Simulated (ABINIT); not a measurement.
# A GW chain in ABINIT: WS2 (Tungstenite)

How does a plane-wave GW calculation on WS2 (Tungstenite) run from the first input to the gap?

Calculated with ABINIT 10.8.3; PBE and many-body steps on it, plane waves.

This is a report of a sequence of runs, with most program output left out.

## (1) Starting point

The structure is hexagonal, space group P6_3/mmc (No. 194). The conventional cell has a = 3.153 Å, b = 3.153 Å, c = 12.323 Å, α = 90.00°, β = 90.00°, γ = 120.00°. Nearest to W lie 6 S at 2.40 Å. Nearest to S lie 3 W at 2.40 Å. Farther neighbours and most contacts between anions are not listed.

The cell and positions come from the Crystallography Open Database and are kept as given unless a step says otherwise. Spin-orbit coupling is left out unless a step names it.

## (2) Ground state

This step: ABINIT 10.8.3; DFT, PBE, plane waves, norm-conserving pseudopotentials.

The ground-state density comes first.

run.abi reads:

```
acell 3*1.0 Angstrom
rprim 
  3.153199999992 0.000000000002 0.000000000000
  -1.576599999998 2.730751303206 0.000000000000
  0.000000000000 0.000000000000 12.323000000000
ntypat 2
znucl 74 16
natom 6
typat 1 1 2 2 2 2
xred 
  0.333333333333 0.666666666667 0.250000000000
  0.666666666667 0.333333333333 0.750000000000
  0.333333333333 0.666666666667 0.622500000000
  0.666666666667 0.333333333333 0.122500000000
  0.333333333333 0.666666666667 0.877500000000
  0.666666666667 0.333333333333 0.377500000000
pp_dirpath "pseudos"
pseudos "W.upf, S.upf"
ecut 31
ngkpt 6 6 2
nshiftk 1
shiftk 0 0 0
kptopt 1
chksymbreak 0
nband 33
occopt 1
tolvrs 1e-10
nstep 60
prtwf 0
optforces 0
optstress 0
indata_prefix "in"
outdata_prefix "out"
tmpdata_prefix "tmp"
```

Command:

```
OMP_NUM_THREADS=1 mpirun -n 8 abinit run.abi > log
```

Elapsed: 21 s, on 8 MPI ranks of Arm Neoverse V2, shared host; peak memory 0.68 GiB.

This step gave:

```yaml
total_energy: -5334.2369 eV
gap: 0.9807 eV
k_of_the_valence_top: 0, 0, 0
k_of_the_conduction_bottom: 0.1667, 0.1667, 0
least_direct_gap: 1.837 eV
```

The gap is indirect, with the least direct gap 0.86 eV higher.

## (3) Empty states on the mesh, 3×3×1 mesh, 157 bands

The sums over transitions need many empty states on a uniform mesh; this step solves for them.

run.abi: that of step 2 with these lines changed.

```diff
@@ -19,3 +19,3 @@
 ecut 31
-ngkpt 6 6 2
+ngkpt 3 3 1
 nshiftk 1
@@ -24,9 +24,10 @@
 chksymbreak 0
-nband 33
+irdden 1
+istwfk *1
+nband 157
+prtvol 0
+optdriver 6
+gwr_task "HDIAGO"
+paral_kgb 0
 occopt 1
-tolvrs 1e-10
-nstep 60
-prtwf 0
-optforces 0
-optstress 0
 indata_prefix "in"
```

Wall time 61 s (8 MPI ranks); peak memory 11 GiB.

Numbers from this step:

* gap: 1.305 eV
* k of the valence top: 0, 0, 0
* k of the conduction bottom: 0.3333, 0.3333, 0
* least direct gap: 1.837 eV
* k points computed: 3
* lowest point of the top converged band, above the valence top: 53.0906 eV

On this mesh the gap is 1.305 eV. The earlier step found 0.981 eV, so this mesh misses an edge.

## (4) Screening, 3×3×1 mesh, 149 bands, screening to 108.8 eV

The RPA dielectric matrix is built and inverted for each q.

This step: RPA screening on PBE, plane waves, norm-conserving pseudopotentials.

run.abi: that of step 3 with these lines changed.

```diff
@@ -24,10 +24,11 @@
 chksymbreak 0
-irdden 1
 istwfk *1
-nband 157
-prtvol 0
-optdriver 6
-gwr_task "HDIAGO"
-paral_kgb 0
 occopt 1
+irdwfk 1
+optdriver 3
+nband 149
+ecuteps 4
+inclvkb 2
+awtr 1
+symchi 1
 indata_prefix "in"
```

Wall time 13 s (8 MPI ranks); peak memory 1.6 GiB; 1.8 min of CPU time.

Numbers from this step:

* ε∞ with local fields, on this mesh, along the program's q direction: 17.56
* the same without local fields: 19.48
* plasma frequency: 25.99 eV
* plane waves in the screening matrix: 279

Local fields lower ε∞ by 10 %. On a Γ-centred mesh this coarse the value itself is usually too large, while a short band sum pulls it down.

## (5) Self-energy, 3×3×1 mesh, 149 bands, screening to 108.8 eV

The self-energy is evaluated for the states that the input lists, and the levels follow from it, in one-shot runs by the linearised quasiparticle equation.

This step: G0W0 on PBE, plane waves, norm-conserving pseudopotentials.

run.abi: that of step 4 with these lines changed.

```diff
@@ -27,8 +27,17 @@
 irdwfk 1
-optdriver 3
+optdriver 4
 nband 149
+gwcalctyp 0
+ecutsigx 31
+symsigma 1
+nkptgw 2
+kptgw 
+  0.0000000000 0.0000000000 0.0000000000
+  0.3333333333 0.3333333333 0.0000000000
+bdgw 
+  25 28
+  25 28
 ecuteps 4
-inclvkb 2
-awtr 1
-symchi 1
+irdscr 1
+ppmodel 1
 indata_prefix "in"
```

Run time: 5.1 s. Hardware: 8 MPI ranks; peak memory 0.84 GiB; 40 s of CPU time.

Numbers from this step:

* G0W0 gap on the points computed: 1.991 eV
* starting gap on the mesh: 1.305 eV
* k of the valence top: 0, 0, 0
* k of the conduction bottom: 0.3333, 0.3333, 0
* Z at the valence top: 0.785
* Z at the conduction bottom: 0.787
* least direct G0W0 gap on the computed points: 2.548 eV

The gap on the mesh goes from 1.31 eV to 1.99 eV, a correction of +0.69 eV. The start differs from the 0.98 eV found before because the two sample other k points.

Limits: finite bands, cutoff and mesh; no spin-orbit coupling; coarse k mesh. v1 is the top filled band, c1 the lowest empty one. The levels before and after the correction (eV, zero at the valence-band top of each column):

```
           conduction bottom  valence top
Kohn-Sham               1.31         0.00
     G0W0               1.99         0.00
```

```
                           level  energy (eV)
Kohn-Sham                   Γ v2       -1.221
Kohn-Sham                   Γ v1        0.000
Kohn-Sham                Γ c1-c2        2.311
Kohn-Sham     (0.333 0.333 0) v2       -0.739
Kohn-Sham     (0.333 0.333 0) v1       -0.532
Kohn-Sham  (0.333 0.333 0) c1-c2        1.305
     G0W0                   Γ v2       -1.340
     G0W0                   Γ v1        0.000
     G0W0                Γ c1-c2        2.827
     G0W0     (0.333 0.333 0) v2       -0.809
     G0W0     (0.333 0.333 0) v1       -0.557
     G0W0  (0.333 0.333 0) c1-c2        1.991
```

## (6) Where the time went

Times are wall times on 8 MPI ranks of Arm Neoverse V2, shared host, good to a factor of about two.

```
                    step   time  share  memory (GiB)
            ground state   21 s   21 %          0.68
empty states on the mesh   61 s   60 %            11
               screening   13 s   13 %           1.6
             self-energy  5.1 s    5 %          0.84
```

## (7) Summary of results

| Item | Value |
| --- | --- |
| PBE gap | 0.98 eV, indirect |
| G0W0 gap on the mesh | 1.99 eV |
| G0W0 gap over the zone (rigid shift) | 1.67 eV |
| GW settings | 3×3×1 mesh, 149 bands, screening to 108.8 eV, Godby-Needs plasmon pole |
| known limits | not at the basis limit; no spin-orbit coupling; coarse k mesh |

In words: G0W0 moves the gap on the mesh from 1.31 eV to 1.99 eV (+0.69 eV), with Z of 0.79 and 0.79 at the edges. The mesh misses the band edges by 0.32 eV in all; a rigid shift gives 1.67 eV for the zone. Local fields lower the RPA ε∞ on this mesh from 19.48 to 17.56; a Γ-centred mesh this coarse tends to raise both, most where the direct gap is narrow, while a short band sum lowers them. Only 2 of the mesh's irreducible points were corrected, so a valley elsewhere could overtake. The dearest step here is «empty states on the mesh». Bands and cutoff are finite, so the gap is not at the basis limit. The miss can reach some tenths of an eV and take either sign; the mesh is an error of its own. In the G0W0 run levels were corrected at 2 k points alone, so a gap called «on the mesh» is the least over those, and an edge elsewhere would be missed. A denser mesh or path gives a starting gap of 0.98 eV: the GW mesh misses a band edge, so its gaps are not the fundamental one. The 3×3×1 mesh is coarse for this cell, which bears on the long-range parts of exchange and screening. The many-body steps are scalar-relativistic: spin-orbit coupling is not in them.

[Paths, hosts, dates, memory and timing lines, banners, echoed tables and standing remarks are left out of the program output.]

[Logs are printed without paths, hosts, clocks, repeated set-up lines and the standing remarks that a program may print on its own settings, such as how far it seeks lower states.]

[Runs of the session that timed out or met a known fault of the program may be left out.]

[Hosts, paths, dates, database ids (printed as entryN), source tags and the programs' standing remarks are cut or masked in the printed files.]

[G0W0 gaps are taken among the corrected bands and points alone; a level outside them can change the order at an edge.]

[Where Ansatz stands beside ABINIT at settings called matched, ABINIT's density can come from a denser mesh and the files from another edition; pairs whose starting gaps differed by over 0.03 eV were left out, so agreement reads better than it is.]
